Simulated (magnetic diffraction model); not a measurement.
# Which magnetic order? NaNd3SiS7

Space group P6_3 (no. 173), a = 10.4820 Å, c = 5.9940 Å.

```
site  atom       x       y       z
  6c    Nd  0.6464  0.7753  0.7474
  6c     S  0.1105  0.5815  0.4712
  6c     S  0.8370  0.0916  0.7245
  2b     S     1/3     2/3  0.9581
  2b    Si     2/3     1/3  0.8198
  2a    Na       0       0  0.6995
```

The compound is invented for this exercise: a known structure type with other elements, its cell scaled to their sizes and not relaxed.

Only Nd is taken to order (form factors of Nd3+); orders and moment sizes are assumed, and not adapted to the symmetry. Radiation: neutrons of λ = 4.2 Å, 5° to 75°; isotropic B of 0.21 Å² (Nd), 0.35 Å² (S), 0.3 Å² (Si) and 0.43 Å² (Na). Simulated constant-wavelength pattern: nuclear and magnetic terms add, the magnetic one as |2.695 fm × Σ f S⊥ exp(2πi Q·r) exp(−B s²)|², summed over all Q at one angle with the factor 1/(sin²θ cos θ). For collinear order S is the moment m, which repeats by lattice and centring translations R with the sign exp(−2πi k·R). Free-ion form factors, Sears's scattering lengths of 1992, no absorption; a label names one of the reflections at its angle. The strongest nuclear line in the range is 100, and lines under 0.2 are left out.

Above the ordering temperature:

```
2θ (°)    index      I
 26.75  (1 0 0)    8.5
 47.24  (1 1 0)    0.3
 49.65  (1 0 1)   11.1
 55.12  (2 0 0)   20.2
 64.32  (1 1 1)   25.8
 70.95  (2 0 1)  100.0
```

Below it (cell unchanged):

```csv
2θ (°),I
24.23,29.2
26.75,8.5
30.87,7.2
41.30,14.7
45.75,19.8
47.24,0.3
49.65,11.1
53.79,35.7
55.12,20.2
64.32,25.8
64.52,13.3
65.11,0.7
67.87,22.5
68.45,0.4
70.95,100.0
74.36,7.5
74.91,1.8
```

**Question.** Check that the new lines index with k = (1/2 0 1/2), then choose among these models:
A. collinear moments along [120], 2.4 μB on Nd; signs + at (0.6464, 0.7753, 0.7474), − at (0.2247, 0.8711, 0.7474), − at (0.1289, 0.3536, 0.7474), + at (0.3536, 0.2247, 0.2474), + at (0.7753, 0.1289, 0.2474), + at (0.8711, 0.6464, 0.2474)
B. collinear moments along [001], 2.4 μB on Nd; signs + at (0.6464, 0.7753, 0.7474), − at (0.2247, 0.8711, 0.7474), + at (0.1289, 0.3536, 0.7474), − at (0.3536, 0.2247, 0.2474), + at (0.7753, 0.1289, 0.2474), − at (0.8711, 0.6464, 0.2474)
C. collinear moments along [120], 2.4 μB on Nd; signs + at (0.6464, 0.7753, 0.7474), − at (0.2247, 0.8711, 0.7474), + at (0.1289, 0.3536, 0.7474), − at (0.3536, 0.2247, 0.2474), + at (0.7753, 0.1289, 0.2474), − at (0.8711, 0.6464, 0.2474)
D. collinear moments along [001], 2.4 μB on Nd; signs + at (0.6464, 0.7753, 0.7474), − at (0.2247, 0.8711, 0.7474), − at (0.1289, 0.3536, 0.7474), + at (0.3536, 0.2247, 0.2474), + at (0.7753, 0.1289, 0.2474), + at (0.8711, 0.6464, 0.2474)

The new lines index as (1/2 0 1/2) at 24.23°, (1/2 -1 1/2) at 30.87°, (1/2 1 1/2) at 41.30° and (3/2 0 1/2) at 45.75°, that is as H ± k with k = (1/2 0 1/2), one of 3 inequivalent arms of its star (k and −k counted as one), which a powder can't tell apart. Half indices mean that the moments reverse under translations with k·R a half-integer, and the magnetic cell has twice the primitive volume.

Magnetic intensity, observed (below minus above) and for each model:

| 2θ (°) | index | observed | A | B | C | D |
| --- | --- | --- | --- | --- | --- | --- |
| 24.23 | (1/2 0 1/2) | 29.2 | 88.9 | 2.9 | 8.9 | 29.2 |
| 30.87 | (1/2 -1 1/2) | 7.2 | 7.3 | 46.6 | 47.2 | 7.2 |
| 41.30 | (1/2 1 1/2) | 14.7 | 13.7 | 31.7 | 29.6 | 14.7 |
| 53.79 | (3/2 -2 1/2) | 35.7 | 16.2 | 12.3 | 7.0 | 35.7 |
| 64.52 | (3/2 1 1/2) | 13.3 | 11.2 | 29.6 | 20.6 | 13.3 |
| 65.11 | (1/2 0 3/2) | 0.7 | 15.6 | <0.2 | 1.6 | 0.7 |
| 67.87 | (1/2 2 1/2) | 22.5 | 11.5 | 3.7 | 1.6 | 22.5 |
| 68.45 | (1/2 -1 3/2) | 0.4 | 2.8 | 2.5 | 18.0 | 0.4 |

Model D matches.

The structure used: k = (1/2 0 1/2), collinear moments along [001], 2.4 μB on Nd; signs + at (0.6464, 0.7753, 0.7474), − at (0.2247, 0.8711, 0.7474), − at (0.1289, 0.3536, 0.7474), + at (0.3536, 0.2247, 0.2474), + at (0.7753, 0.1289, 0.2474), + at (0.8711, 0.6464, 0.2474).

[Logs are printed without paths, hosts, clocks, repeated set-up lines and the standing remarks that a program may print on its own settings, such as how far it seeks lower states.]
